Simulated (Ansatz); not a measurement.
# CH2 on Ti(0001), bridge start, 2x2 cell: work function, bands and core levels, part 2 of 4

Wanted: core-level shifts and unfolded surface bands for CH2 on Ti(0001), bridge start, 2x2 cell.

Ansatz 0.2.0; DFT, PBE, plane-wave PAW, default files, scalar-relativistic.

So far, work function, upper face (eV): step 2 (the clean face) 4.41.

## (3) Relaxing the atoms

System of this step: Ti16H2C. The cell holds 19 atoms: 2 H, 1 C and 16 Ti. Its edges and angles: a = 5.880 Å, b = 5.880 Å, c = 24.045 Å, α = 90.0°, β = 90.0°, γ = 60.0°. It derives from Ti. How the cell was made: adsorbate; added: CH2; site: bridge; coverage 0.25 monolayer; cell: 2x2; on one face. Regions: ad, 3 atoms (2 H and 1 C); L1, 4 atoms (4 Ti); L2, 4 atoms (4 Ti); L3, 4 atoms (4 Ti); rest, 4 atoms (4 Ti). Vacuum lies along c.

The cut or typed positions aren't at rest, and spectra shift with geometry, so the relaxation comes first. 8 atoms are held to stand for the bulk. A dipole correction cancels the field between unlike faces.

The input, input.yaml:

```yaml
crystal:
  lattice:
    - [5.88, 0.0, 0.0]
    - [2.94, 5.0922293743, 0.0]
    - [0.0, 0.0, 24.045]
  atoms:
    - { symbol: H, position: [0.404730298, 0.0, 0.688084841] }
    - { symbol: H, position: [0.099658581, 0.0, 0.688084841] }
    - { symbol: C, position: [0.251066469, 0.0, 0.662299854] }
    - { symbol: Ti, position: [0.0, 0.0, 0.601996257] }
    - { symbol: Ti, position: [0.5, 0.0, 0.601996257] }
    - { symbol: Ti, position: [0.0, 0.5, 0.601996257] }
    - { symbol: Ti, position: [0.5, 0.5, 0.601996257] }
    - { symbol: Ti, position: [0.833333333, 0.333333333, 0.505302558] }
    - { symbol: Ti, position: [0.333333333, 0.333333333, 0.505302558] }
    - { symbol: Ti, position: [0.833333333, 0.833333333, 0.505302558] }
    - { symbol: Ti, position: [0.333333333, 0.833333333, 0.505302558] }
    - { symbol: Ti, position: [0.0, 0.0, 0.408608858] }
    - { symbol: Ti, position: [0.5, 0.0, 0.408608858] }
    - { symbol: Ti, position: [0.0, 0.5, 0.408608858] }
    - { symbol: Ti, position: [0.5, 0.5, 0.408608858] }
    - { symbol: Ti, position: [0.833333333, 0.333333333, 0.311915159] }
    - { symbol: Ti, position: [0.333333333, 0.333333333, 0.311915159] }
    - { symbol: Ti, position: [0.833333333, 0.833333333, 0.311915159] }
    - { symbol: Ti, position: [0.333333333, 0.833333333, 0.311915159] }
kpoints:
  mp_grid: { grid: [6, 6, 1] }
scf:
  occupations: { method: fermi_dirac, width: 0.05 }
  n_extra_bands: 15
hamiltonian:
  xc: pbe
  pseudopotentials: { kind: paw }
output:
  forces: true
  write_potential: true
  volumetric_format: []
efield:
  axis: 3
  dipole_correction: true
relax:
  f_tol: 0.03
  max_steps: 45
  constraints: [{ sites: [11, 12, 13, 14, 15, 16, 17, 18] }]
```

The run is started by

```
> ansatz run input.yaml --threads 8 --pin off --max-ram 20480MiB --backend cpu --events-out ev --progress --plain --runs-dir out
```

Numbers of over 12 decimals in the logs are rounded to 6 here.

Output:

```text
[...]
Crystal: 19 atoms, lattice volume = 719.963 Å³
Basis set: ecut = 420 eV, 13989 PW (Γ), exchange–correlation on 80×80×324 points (8 copies of the dense FFT grid, shifted against one another)
Bands: 114, of which v1, the nominal top of the filled ones, is band 99 counted from 1 (98 counted from 0)
Symmetry: 1 space group operations
[...]
k-points: 20 of 36 (time reversal used)
[...]
SCF iter   1: F=—  HF=-40271.102733 eV  |F-HF|=—  |Δ(HF+E_count)|=         —  Δρ=8.12e-3  dr2=6.70e0  ethr=1.77e-3  p=0.122 e·Å  D=3.07e-2 V/Å  ΔV_dip=-0.74 eV  dr2_dipole=3.05e0  V_vac-E_F(+/−)=3.44/4.18 eV  ⟨swp⟩=9.3  Hψ=10671  notcnv=0
[...]
SCF iter   7: F=-40271.041135 eV  HF=-40271.041134 eV  |F-HF|=7.84e-7  |Δ(HF+E_count)|=   1.16e-5  Δρ=1.90e-5  dr2=3.28e-6  ethr=1.14e-8  p=0.124 e·Å  D=3.13e-2 V/Å  ΔV_dip=-0.75 eV  dr2_dipole=1.35e-7  V_vac-E_F(+/−)=3.70/4.45 eV  ⟨swp⟩=15.9  Hψ=23079  notcnv=0
SCF 1 converged in 7 iterations: F = -40271.041135 eV  dr2 = 3.28e-6
[...]
relax step   1: F+E_penalty+E_count = -40271.04113514 eV  Δ(F+E_penalty+E_count) = +0.000e0 eV  max|allowed force component| = 1.138e0 eV/Å  Δτ_max = 0.0000 Å  (7 SCF iters, dr2 threshold 2.25e-5 eV, accepted)
[...]
SCF iter   1: F=—  HF=-40271.685054 eV  |F-HF|=—  |Δ(HF+E_count)|=         —  Δρ=1.48e-2  dr2=1.73e1  ethr=3.10e-3  p=0.124 e·Å  D=3.13e-2 V/Å  ΔV_dip=-0.75 eV  dr2_dipole=4.34e0  V_vac-E_F(+/−)=3.72/4.47 eV  ⟨swp⟩=5.0  Hψ=5137  notcnv=0
[...]
SCF iter   6: F=-40271.157319 eV  HF=-40271.157326 eV  |F-HF|=6.45e-6  |Δ(HF+E_count)|=   1.79e-5  Δρ=4.94e-5  dr2=3.13e-5  ethr=4.09e-8  p=0.132 e·Å  D=3.31e-2 V/Å  ΔV_dip=-0.79 eV  dr2_dipole=4.09e-6  V_vac-E_F(+/−)=3.66/4.45 eV  ⟨swp⟩=14.6  Hψ=25163  notcnv=0
SCF 2 converged in 6 iterations: F = -40271.157319 eV  dr2 = 3.13e-5
[...]
relax step   2: F+E_penalty+E_count = -40271.15731937 eV  Δ(F+E_penalty+E_count) = -1.162e-1 eV  max|allowed force component| = 5.898e-1 eV/Å  Δτ_max = 0.1440 Å  (6 SCF iters, dr2 threshold 8.10e-5 eV, accepted)
[...]
SCF iter   6: F=-40271.236546 eV  HF=-40271.236554 eV  |F-HF|=8.02e-6  |Δ(HF+E_count)|=   2.62e-5  Δρ=2.97e-5  dr2=1.34e-5  ethr=1.10e-8  p=0.132 e·Å  D=3.32e-2 V/Å  ΔV_dip=-0.80 eV  dr2_dipole=9.67e-7  V_vac-E_F(+/−)=3.65/4.45 eV  ⟨swp⟩=15.6  Hψ=23328  notcnv=0
SCF 3 converged in 6 iterations: F = -40271.236546 eV  dr2 = 1.34e-5
relax step   3: F+E_penalty+E_count = -40271.23654620 eV  Δ(F+E_penalty+E_count) = -7.923e-2 eV  max|allowed force component| = 2.290e-1 eV/Å  Δτ_max = 0.0800 Å  (6 SCF iters, dr2 threshold 2.17e-5 eV, accepted)
[...]
relax step   4: F+E_penalty+E_count = -40271.24038917 eV  Δ(F+E_penalty+E_count) = -3.843e-3 eV  max|allowed force component| = 6.885e-2 eV/Å  Δτ_max = 0.0194 Å  (5 SCF iters, dr2 threshold 7.90e-6 eV, accepted)
SCF iter   1: F=—  HF=-40271.240742 eV  |F-HF|=—  |Δ(HF+E_count)|=         —  Δρ=5.46e-4  dr2=7.48e-3  ethr=6.86e-5  p=0.135 e·Å  D=3.38e-2 V/Å  ΔV_dip=-0.81 eV  dr2_dipole=1.54e-3  V_vac-E_F(+/−)=3.63/4.45 eV  ⟨swp⟩=2.0  Hψ=3799  notcnv=0
[...]
SCF iter   7: F=-40271.240640 eV  HF=-40271.240640 eV  |F-HF|=7.38e-9  |Δ(HF+E_count)|=   6.96e-8  Δρ=9.72e-7  dr2=1.29e-8  ethr=5.05e-11  p=0.136 e·Å  D=3.43e-2 V/Å  ΔV_dip=-0.82 eV  dr2_dipole=3.00e-10  V_vac-E_F(+/−)=3.62/4.44 eV  ⟨swp⟩=12.8  Hψ=16430  notcnv=0
SCF 5 converged in 7 iterations: F = -40271.240640 eV  dr2 = 1.29e-8
relax step   5: F+E_penalty+E_count = -40271.24064025 eV  Δ(F+E_penalty+E_count) = -2.511e-4 eV  max|allowed force component| = 9.504e-3 eV/Å  Δτ_max = 0.0111 Å  (7 SCF iters, accepted)
NSCF: frozen V_eff on 20 k-points
[...]
SCF converged after 7 iterations
Free energy (F): -40271.240640 eV
[...]
Internal energy: -40270.987169 eV  (E = F + TS)
E sigma→0 (E₀):  -40271.113904 eV
Entropy (-TS):   -0.253472 eV (-13.341 meV/atom)
Fermi energy:    3.007122 eV
Dipole field:    D = 0.034287 V/Å  (p = 0.136421 e·Å, saw-weighted, corrected)
Work function:   Φ+ = 3.6202 eV   Φ− = 4.4445 eV
[...]
--- Forces (eV/Å), atoms counted from 1 ---
  atom   1  H      0.00439455    -0.00033800     0.00780585
  atom   2  H     -0.00368757    -0.00102869     0.00216276
  atom   3  C      0.00104058     0.00070688     0.00642764
  atom   4  Ti     0.00799118     0.00661133    -0.00549401
  atom   5  Ti    -0.00950412     0.00623516    -0.00700276
  atom   6  Ti    -0.00061576    -0.00360354     0.00153703
  atom   7  Ti     0.00006835    -0.00490079    -0.00149787
  atom   8  Ti     0.00247071    -0.00765388    -0.00527052
  atom   9  Ti    -0.00232231    -0.00779114    -0.00549825
  atom  10  Ti    -0.00069245     0.00525666     0.00661045
  atom  11  Ti     0.00012518     0.00535521    -0.00052100
  atom  12  Ti    -0.04827065     0.06945466    -0.66336179
  atom  13  Ti     0.04875371     0.06891961    -0.66345136
  atom  14  Ti     0.00003505    -0.14155961    -0.52110542
  atom  15  Ti     0.00001046    -0.02140774    -0.51602405
  atom  16  Ti    -0.00164591    -0.00762204     0.60168925
  atom  17  Ti     0.00176382    -0.00764994     0.60157998
  atom  18  Ti     0.00000160     0.02557388     0.58337265
  atom  19  Ti     0.00008923     0.01544017     0.57808285
  max |Σ_I F_I| component: 4.14e-5 eV/Å
--- Band table (eV; the first three rows and the last of 20) ---
  k-point 0: bands = [... 95 lower, 3.1515, 3.2464, 3.2594, 3.4573, 3.4718, 3.5593, 3.6578, 3.6671, ... 11 higher]
  k-point 1: bands = [... 95 lower, 3.0581, 3.1778, 3.1969, 3.3309, 3.3372, 3.3982, 3.5002, 3.5707, ... 11 higher]
  k-point 2: bands = [... 95 lower, 2.9389, 2.9494, 2.9954, 3.0488, 3.0625, 3.1592, 3.2002, 3.2928, ... 11 higher]
  k-point 19: bands = [... 95 lower, 2.5241, 2.7018, 2.7063, 2.7990, 2.8574, 2.9696, 2.9860, 3.0657, ... 11 higher]
--- Relaxed structure (5 steps of the walk, 5 accepted, 0 SCFs on fresh bases) ---
  F+E_penalty+E_count = -40271.24064025 eV   max|allowed force component| = 9.504e-3 eV/Å
  atoms:
    - { symbol: H, position: [0.400321, 0.00212298, 0.687260] }
    - { symbol: H, position: [0.098201, 0.00224947, 0.687420] }
    - { symbol: C, position: [0.250270, -0.000342541, 0.659336] }
    - { symbol: Ti, position: [-0.00117725, -0.00450461, 0.599343] }
    - { symbol: Ti, position: [0.505844, -0.00452295, 0.599338] }
    - { symbol: Ti, position: [0.0043678, 0.491475, 0.602034] }
    - { symbol: Ti, position: [0.486151, 0.527730, 0.602138] }
    - { symbol: Ti, position: [0.826251, 0.340531, 0.510571] }
    - { symbol: Ti, position: [0.333335, 0.340495, 0.510561] }
    - { symbol: Ti, position: [0.836856, 0.826474, 0.507702] }
    - { symbol: Ti, position: [0.329003, 0.842091, 0.507009] }
    - { symbol: Ti, position: [0.0, 0.0, 0.408609] }
    - { symbol: Ti, position: [0.5, 0.0, 0.408609] }
    - { symbol: Ti, position: [0.0, 0.5, 0.408609] }
    - { symbol: Ti, position: [0.5, 0.5, 0.408609] }
    - { symbol: Ti, position: [0.833333, 0.333333333, 0.311915159] }
    - { symbol: Ti, position: [0.333333333, 0.333333333, 0.311915159] }
    - { symbol: Ti, position: [0.833333, 0.833333, 0.311915159] }
    - { symbol: Ti, position: [0.333333, 0.833333, 0.311915159] }
```

Wall time 1.9 min (8 threads of Arm Neoverse V2, shared host); peak memory 3.5 GiB.

Step by step:

```csv
step,energy less that of the first step (eV),largest force component (eV/Å)
1,0.0000,1.1382
2,-0.1162,0.5898
3,-0.1954,0.2290
4,-0.1993,0.0688
5,-0.1995,0.0095
```

The atoms that moved most (Å):

```csv
atom,dx,dy,dz,length
Ti7,0.000,0.141,0.003,0.141
Ti8,-0.020,0.037,0.127,0.133
Ti9,0.021,0.036,0.126,0.133
C3,-0.006,-0.002,-0.071,0.072
Ti5,0.021,-0.023,-0.064,0.071
Ti4,-0.020,-0.023,-0.064,0.071
Ti10,0.001,-0.035,0.058,0.067
Ti11,0.000,0.045,0.041,0.061
```

Numbers from this step:

| Item | Value |
| --- | --- |
| free energy | -40271.2406 eV |
| energy at zero smearing | -40271.1139 eV |
| smearing term TS | 0.2535 eV |
| Fermi energy | 3.007 eV |
| symmetry operations | 1 |
| work function, upper face | 3.620 eV |
| work function, lower face | 4.444 eV |

The relaxation ends 11 meV an atom lower, with a largest force component of 0.0095 eV/Å on the free atoms. Between step 2 and this run (19 atoms) the value for the work function, upper face moves from 4.41 eV to 3.62 eV (-18 %).

## (4) Layer-resolved bands, DOS and potential

The main run: bands along the zone's path, each state's share in the top and middle regions, the DOS and the planar potential. The cell holds 4 small cells, so the bands are unfolded.

The input, input.yaml:

```yaml
crystal:
  lattice:
    - [5.88, 0.0, 0.0]
    - [2.94, 5.0922293743, 0.0]
    - [0.0, 0.0, 24.045]
  atoms:
    - { symbol: H, position: [0.4003205807, 0.0021229768, 0.6872597917] }
    - { symbol: H, position: [0.0982007524, 0.0022494746, 0.6874201005] }
    - { symbol: C, position: [0.2502699473, -0.0003425412, 0.6593358345] }
    - { symbol: Ti, position: [-0.0011772537, -0.0045046073, 0.5993427061] }
    - { symbol: Ti, position: [0.5058439637, -0.0045229461, 0.5993378807] }
    - { symbol: Ti, position: [0.0043677968, 0.4914747458, 0.6020341382] }
    - { symbol: Ti, position: [0.4861513799, 0.5277300615, 0.6021381379] }
    - { symbol: Ti, position: [0.8262514715, 0.3405306537, 0.5105714246] }
    - { symbol: Ti, position: [0.3333352492, 0.3404950134, 0.5105606127] }
    - { symbol: Ti, position: [0.8368560642, 0.8264744376, 0.507702406] }
    - { symbol: Ti, position: [0.3290029201, 0.8420905249, 0.5070088736] }
    - { symbol: Ti, position: [0.0, 0.0, 0.408608858] }
    - { symbol: Ti, position: [0.5, 0.0, 0.408608858] }
    - { symbol: Ti, position: [0.0, 0.5, 0.408608858] }
    - { symbol: Ti, position: [0.5, 0.5, 0.408608858] }
    - { symbol: Ti, position: [0.833333333, 0.333333333, 0.311915159] }
    - { symbol: Ti, position: [0.333333333, 0.333333333, 0.311915159] }
    - { symbol: Ti, position: [0.833333333, 0.833333333, 0.311915159] }
    - { symbol: Ti, position: [0.333333333, 0.833333333, 0.311915159] }
kpoints:
  mp_grid: { grid: [6, 6, 1] }
scf:
  occupations: { method: fermi_dirac, width: 0.05 }
  n_extra_bands: 20
hamiltonian:
  xc: pbe
  pseudopotentials: { kind: paw }
output:
  forces: true
  write_potential: true
  volumetric_format: []
  dos:
    projected:
      site_lists:
        adsorbate: [0, 1, 2]
        layer_1: [3, 4, 5, 6]
        layer_2: [7, 8, 9, 10]
        layer_3: [11, 12, 13, 14]
        other_layers: [15, 16, 17, 18]
    de: 0.05
    e_range: [-30, 12]
    method: { smearing: { sigma: 0.15, scheme: gaussian } }
  eigenstates:
    kpoints:
      - [0.33333333, -0.33333333, 0.0]
      - [0.25, -0.375, 0.0]
      - [0.16666667, -0.41666667, 0.0]
      - [0.08333333, -0.45833333, 0.0]
      - [0.0, 0.5, 0.0]
      - [-0.08333333, 0.45833333, 0.0]
      # [... 29 more points ...]
      - [0.25, 0.5, 0.0]
      - [0.29166667, -0.41666667, 0.0]
    e_range: [-8.0, 4.0]
    unfold:
      supercell_matrix: [[2, 0, 0], [0, 2, 0], [0, 0, 1]]
      layers:
        axis: 3
        edges: [0.14556, 0.433208, 0.433308, 0.569103, 0.569203, 0.853774]
efield:
  axis: 3
  dipole_correction: true
```

Output:

```text
[...]
Crystal: 19 atoms, lattice volume = 719.963 Å³
Basis set: ecut = 420 eV, 13989 PW (Γ), exchange–correlation on 80×80×324 points (8 copies of the dense FFT grid, shifted against one another)
Bands: 119, of which v1, the nominal top of the filled ones, is band 99 counted from 1 (98 counted from 0)
Symmetry: 1 space group operations
[...]
k-points: 20 of 36 (time reversal used)
[...]
SCF iter   1: F=—  HF=-40271.324788 eV  |F-HF|=—  |Δ(HF+E_count)|=         —  Δρ=8.90e-3  dr2=9.52e0  ethr=1.77e-3  p=0.133 e·Å  D=3.35e-2 V/Å  ΔV_dip=-0.80 eV  dr2_dipole=4.49e0  V_vac-E_F(+/−)=3.36/4.18 eV  ⟨swp⟩=9.1  Hψ=11200  notcnv=0
[...]
SCF iter   9: F=-40271.240640 eV  HF=-40271.240640 eV  |F-HF|=5.06e-8  |Δ(HF+E_count)|=   4.26e-7  Δρ=2.39e-6  dr2=5.02e-8  ethr=5.05e-11  p=0.136 e·Å  D=3.43e-2 V/Å  ΔV_dip=-0.82 eV  dr2_dipole=2.75e-10  V_vac-E_F(+/−)=3.62/4.44 eV  ⟨swp⟩=14.7  Hψ=19128  notcnv=0
SCF 1 converged in 9 iterations: F = -40271.240640 eV  dr2 = 5.02e-8
[...]
efield: sawtooth ramp at fractional position 0.9497 (kept from the solve that this one continues, or follows in the run), width 0.1000; the density the first Hamiltonian is built on has a dipole p = 0.136 e·Å; the dipole correction subtracts the counter field D = 3.43e-2 V/Å, which shifts the + side's vacuum level by -0.82 eV against the − side's; the planar-averaged density in the ramp window peaks in size at 1.1e-5 e/Å³
[...]
SCF converged after 9 iterations
Free energy (F): -40271.240640 eV
[...]
Internal energy: -40270.987169 eV  (E = F + TS)
E sigma→0 (E₀):  -40271.113905 eV
Entropy (-TS):   -0.253471 eV (-13.341 meV/atom)
Fermi energy:    3.006933 eV
Dipole field:    D = 0.034269 V/Å  (p = 0.136347 e·Å, saw-weighted, corrected)
Work function:   Φ+ = 3.6202 eV   Φ− = 4.4441 eV
[...]
--- Forces (eV/Å), atoms counted from 1 ---
  atom   1  H      0.00440288    -0.00033559     0.00779744
  atom   2  H     -0.00369253    -0.00102700     0.00215157
  atom   3  C      0.00103088     0.00072179     0.00643893
  atom   4  Ti     0.00799174     0.00661631    -0.00553279
  atom   5  Ti    -0.00950508     0.00623641    -0.00704660
  atom   6  Ti    -0.00061865    -0.00360363     0.00154976
  atom   7  Ti     0.00007158    -0.00489038    -0.00149748
  atom   8  Ti     0.00245844    -0.00769470    -0.00532293
  atom   9  Ti    -0.00230960    -0.00783622    -0.00555055
  atom  10  Ti    -0.00069627     0.00529817     0.00657758
  atom  11  Ti     0.00012862     0.00538847    -0.00052466
  atom  12  Ti    -0.04826512     0.06942393    -0.66332421
  atom  13  Ti     0.04874821     0.06888906    -0.66341383
  atom  14  Ti     0.00003518    -0.14153281    -0.52106482
  atom  15  Ti     0.00001028    -0.02137400    -0.51598425
  atom  16  Ti    -0.00164042    -0.00761462     0.60168665
  atom  17  Ti     0.00175831    -0.00764236     0.60157743
  atom  18  Ti     0.00000182     0.02556076     0.58337851
  atom  19  Ti     0.00008913     0.01543563     0.57808419
  max |Σ_I F_I| component: 2.01e-5 eV/Å
--- Band table (eV; the first three rows and the last of 20) ---
  k-point 0: bands = [... 95 lower, 3.1513, 3.2462, 3.2592, 3.4571, 3.4716, 3.5591, 3.6576, 3.6669, ... 16 higher]
  k-point 1: bands = [... 95 lower, 3.0580, 3.1776, 3.1967, 3.3307, 3.3370, 3.3980, 3.5000, 3.5705, ... 16 higher]
  k-point 2: bands = [... 95 lower, 2.9387, 2.9493, 2.9952, 3.0486, 3.0623, 3.1590, 3.2000, 3.2926, ... 16 higher]
  k-point 19: bands = [... 95 lower, 2.5239, 2.7016, 2.7061, 2.7988, 2.8572, 2.9694, 2.9858, 3.0655, ... 16 higher]
```

Wall time 1.8 min (8 threads); peak memory 5.3 GiB; 14 min of CPU time.

This step gave:

```yaml
share_of_occupied_states_in_no_projected_shell: 0.0308 of the occupied states in the window
dos_at_the_fermi_level: 29.8 states/eV/cell
```

A(k,E), total over k along the path and E. Zero: Fermi level.

Values in eV⁻¹, 12 rows by 16 columns, each cell a mean:
```
1.8 2.4 3.1 2.9 3.5 6.2 8.6 7.9 5.0 3.4 3.7 3.3 3.0 3.3 2.9 1.8
4.8 4.3 3.2 3.1 4.0 3.7 3.1 3.3 4.0 3.5 2.7 1.9 1.7 2.2 3.7 4.7
4.3 4.0 4.6 3.8 2.1 1.0 0.7 0.8 1.3 2.6 2.9 2.5 2.3 2.5 3.3 4.2
4.2 3.5 2.2 1.9 1.0 0.4 0.4 0.4 0.6 1.4 2.1 2.5 2.5 2.9 4.0 4.2
0.7 1.4 1.9 1.2 1.3 1.0 0.6 0.8 1.2 1.3 1.5 2.6 3.2 2.9 1.5 0.7
0.4 0.4 1.0 1.3 0.8 1.2 1.3 1.3 1.0 1.0 1.5 1.3 0.9 0.7 0.4 0.4
0.2 0.2 0.3 1.0 1.0 0.8 0.7 0.7 0.9 1.1 0.9 0.3 0.3 0.3 0.2 0.2
0.2 0.2 0.2 0.5 1.1 0.9 0.9 0.9 0.9 1.0 0.3 0.2 0.2 0.2 0.2 0.2
0.1 0.1 0.1 0.2 0.6 1.2 1.0 1.1 1.1 0.3 0.2 0.1 0.1 0.1 0.1 0.1
0.1 0.1 0.1 0.1 0.1 0.5 0.9 0.8 0.3 0.1 0.1 0.1 0.1 0.1 0.1 0.1
0.2 0.3 0.3 0.2 0.2 0.2 0.2 0.2 0.2 0.2 0.2 0.3 0.3 0.3 0.2 0.2
0.2 0.2 0.2 0.2 0.2 0.1 0.1 0.1 0.1 0.2 0.2 0.2 0.2 0.2 0.2 0.2
```
Columns: k along the path (Å⁻¹) from 0 to 3.37; rows upwards: E (eV) from -7.7 to 0.981.

A(k,E), top over k along the path and E. Zero: Fermi level.

Values in eV⁻¹, 12 rows by 16 columns, each cell a mean:
```
0.49 0.67 0.77 0.64 0.81 1.59 2.16 2.02 1.24 0.79 0.82 0.76 0.75 0.83 0.76 0.51
1.26 1.12 0.84 0.81 0.97 0.84 0.64 0.69 0.93 0.88 0.71 0.49 0.40 0.51 0.92 1.22
0.74 0.77 0.94 0.86 0.50 0.23 0.18 0.19 0.31 0.60 0.64 0.50 0.46 0.50 0.63 0.73
0.73 0.59 0.45 0.43 0.27 0.15 0.14 0.14 0.19 0.35 0.48 0.58 0.61 0.65 0.70 0.75
0.21 0.32 0.37 0.28 0.35 0.28 0.18 0.22 0.32 0.29 0.31 0.41 0.47 0.46 0.36 0.22
0.20 0.18 0.22 0.27 0.23 0.33 0.36 0.35 0.28 0.25 0.34 0.38 0.37 0.30 0.21 0.21
0.12 0.11 0.11 0.14 0.16 0.14 0.16 0.15 0.17 0.21 0.20 0.15 0.13 0.13 0.13 0.12
0.16 0.13 0.15 0.24 0.28 0.23 0.17 0.19 0.25 0.28 0.18 0.12 0.12 0.12 0.13 0.17
0.08 0.10 0.10 0.09 0.19 0.30 0.33 0.33 0.28 0.13 0.10 0.10 0.09 0.10 0.09 0.07
0.03 0.04 0.04 0.04 0.04 0.10 0.18 0.15 0.07 0.04 0.04 0.05 0.05 0.05 0.04 0.03
0.20 0.24 0.24 0.19 0.16 0.14 0.14 0.14 0.14 0.15 0.19 0.23 0.25 0.24 0.22 0.19
0.15 0.15 0.15 0.17 0.15 0.10 0.08 0.08 0.11 0.15 0.16 0.15 0.14 0.14 0.15 0.15
```
Columns: k along the path (Å⁻¹) from 0 to 3.37; rows upwards: E (eV) from -7.7 to 0.981.

A(k,E), middle over k along the path and E. Zero: Fermi level.

Values in eV⁻¹, 12 rows by 16 columns, each cell a mean:
```
0.31 0.49 0.89 0.94 1.01 1.65 2.37 2.15 1.37 1.10 1.27 1.07 0.96 0.90 0.54 0.32
1.03 1.05 0.84 0.77 0.95 0.94 0.74 0.81 0.99 0.80 0.59 0.47 0.46 0.66 1.05 1.02
1.55 1.28 1.20 1.03 0.67 0.29 0.18 0.21 0.43 0.80 0.89 0.87 0.87 0.93 1.14 1.53
1.69 1.42 0.89 0.68 0.35 0.13 0.10 0.11 0.19 0.48 0.70 0.74 0.72 0.86 1.44 1.70
0.24 0.57 0.71 0.40 0.41 0.35 0.21 0.26 0.40 0.40 0.53 0.93 1.19 1.12 0.60 0.25
0.07 0.10 0.42 0.43 0.23 0.29 0.37 0.34 0.26 0.31 0.53 0.50 0.29 0.20 0.10 0.07
0.04 0.04 0.10 0.41 0.35 0.25 0.19 0.20 0.30 0.37 0.36 0.09 0.07 0.06 0.04 0.04
0.02 0.02 0.03 0.16 0.35 0.25 0.30 0.29 0.25 0.37 0.07 0.03 0.03 0.03 0.02 0.02
0.01 0.02 0.02 0.04 0.25 0.40 0.23 0.28 0.42 0.11 0.03 0.02 0.02 0.02 0.02 0.01
0.01 0.01 0.01 0.02 0.04 0.21 0.43 0.36 0.10 0.03 0.02 0.01 0.01 0.01 0.01 0.01
0.01 0.01 0.01 0.01 0.02 0.04 0.05 0.05 0.03 0.02 0.01 0.01 0.01 0.01 0.01 0.01
0.01 0.01 0.01 0.01 0.01 0.02 0.02 0.02 0.01 0.01 0.01 0.01 0.01 0.01 0.01 0.01
```
Columns: k along the path (Å⁻¹) from 0 to 3.37; rows upwards: E (eV) from -7.7 to 0.981.

A(k,E), bottom over k along the path and E. Zero: Fermi level.

Ten even steps from '0' (0.01 eV⁻¹) to '9' (4.71 eV⁻¹), each cell a mean:
```
011232223479998532233332333110
334333333566666543333222234543
665322234444344443333221223456
333443444322222233321111112233
444455432100000012332221222334
543332210000000000122222223345
333211110000000001112222223433
011211111000000001112233333210
000111011100000111011233221000
000011100111111110111111000000
000001110011111000111000000000
000000101000000001110000000000
000000010100000110100000000000
000000001000000001000000000000
000000000110000110000000000000
000000000001110000000000000000
000000000000000000000000000000
000000000000000000000000000000
000000000000000000000000000000
000000000000000000000000000000
000000000000000000000000000000
000000000000000000000000000000
```
Columns: k along the path (Å⁻¹) from 0 to 3.37; rows upwards: E (eV) from -7.7 to 0.981.

[end of part 2 of 4]

[Logs are printed without paths, hosts, clocks, repeated set-up lines and the standing remarks that a program may print on its own settings, such as how far it seeks lower states.]

[Hosts, paths, dates, database ids (printed as entryN), source tags and the programs' standing remarks are cut or masked in the printed files.]

[Maps of the electrostatic potential energy from Ansatz leave out the sawtooth potential of an applied field or a dipole correction, so their vacuum need not be flat; work functions include it.]
